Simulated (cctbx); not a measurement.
# Symmetry from intensities

Cell: a = 6.9870 Å, b = 6.9870 Å, c = 4.1710 Å, α = 90.00°, β = 90.00°, γ = 90.00°. Expected content of the cell: Er4 Ge4 Cu2.

The data are simulated with cctbx, not measured: Mo Kα, λ = 0.71073 Å, to d = 0.8 Å, 50 % of the full sphere, strongest reflection 20000 counts, noise from counting, a 4 % proportional error and a noise floor of 8 counts (s.d.); no absorption, some extinction.

A first pass over the reflections prints:

```text
798 reflections to d = 0.800 A
centring   violations  <I/sigma> of those
    A        327 of   404     16.1
    B        332 of   410     16.2
    C        329 of   426     15.3
    I        340 of   404     16.2
    R        414 of   514     16.1
    F        494 of   620     15.9
Laue class    unique    Rint  (classes that these axes allow; Friedel mates merged)
P -1              609   0.028
P 1 2/m 1         404   0.029
P 1 1 2/m         430   0.029
P 2/m 1 1         412   0.029
P m m m           266   0.030
P 4/m             238   0.032
P 4/m m m         151   0.034
space group    extra absences  I>4sigma  <I/sigma>
P 4 2 2                 0          0         -  acentric
P 4 21 2               10          0      -0.4  acentric
P 4 m m                 0          0         -  acentric
P 4 b m                77          0      -0.1  acentric
P -4 2 m                0          0         -  acentric
P -4 21 m              10          0      -0.4  acentric
P -4 m 2                0          0         -  acentric
P -4 b 2               77          0      -0.1  acentric
P 4/m m m               0          0         -  centric
P 4/m b m              77          0      -0.1  centric
Wilson B = 0.29 A^2   <|E^2-1|> = 0.765 (0.968 centric, 0.736 acentric)   E^2>4: 0.0 %
shell (A)         n   <I/sigma>
 6.99 - 1.59     24     24.0
 1.59 - 1.27     21     35.1
 1.27 - 1.11     16     30.7
 1.11 - 1.01     16     39.8
 1.01 - 0.94     21     32.2
 0.94 - 0.88     16     37.4
 0.88 - 0.84     14     36.6
 0.84 - 0.80     23     29.8
```

**Question.** What are the lattice type, the Laue class and the likely space group?

Every centring test has many violations, so the lattice is primitive.

Rint stays low (0.028 to 0.034) up to P 4/m m m, the highest class in these axes.

10 settings pass the absence test. The most absences obeyed, 77, belong to P 4 b m, P -4 b 2 and P 4/m b m, which absences can't tell apart.

⟨|E²−1|⟩ = 0.765 leans to a non-centrosymmetric structure. Here that hint misleads: the statistic assumes many like atoms on general positions, and few, heavy or special-position atoms break it. The Wilson B of 0.29 Å² means U ≈ 0.0037 Å².

The true group is P4/mbm (no. 127), Laue class 4/mmm, centrosymmetric. The tables only narrow the choice to the tied entries; cell content, site symmetry and trial solutions must settle it.

The model was made for the exercise: a known structure type with other elements put in, its volume estimated, not relaxed; displacement parameters are assumed.

[Logs are printed without paths, hosts, clocks, repeated set-up lines and the standing remarks that a program may print on its own settings, such as how far it seeks lower states.]
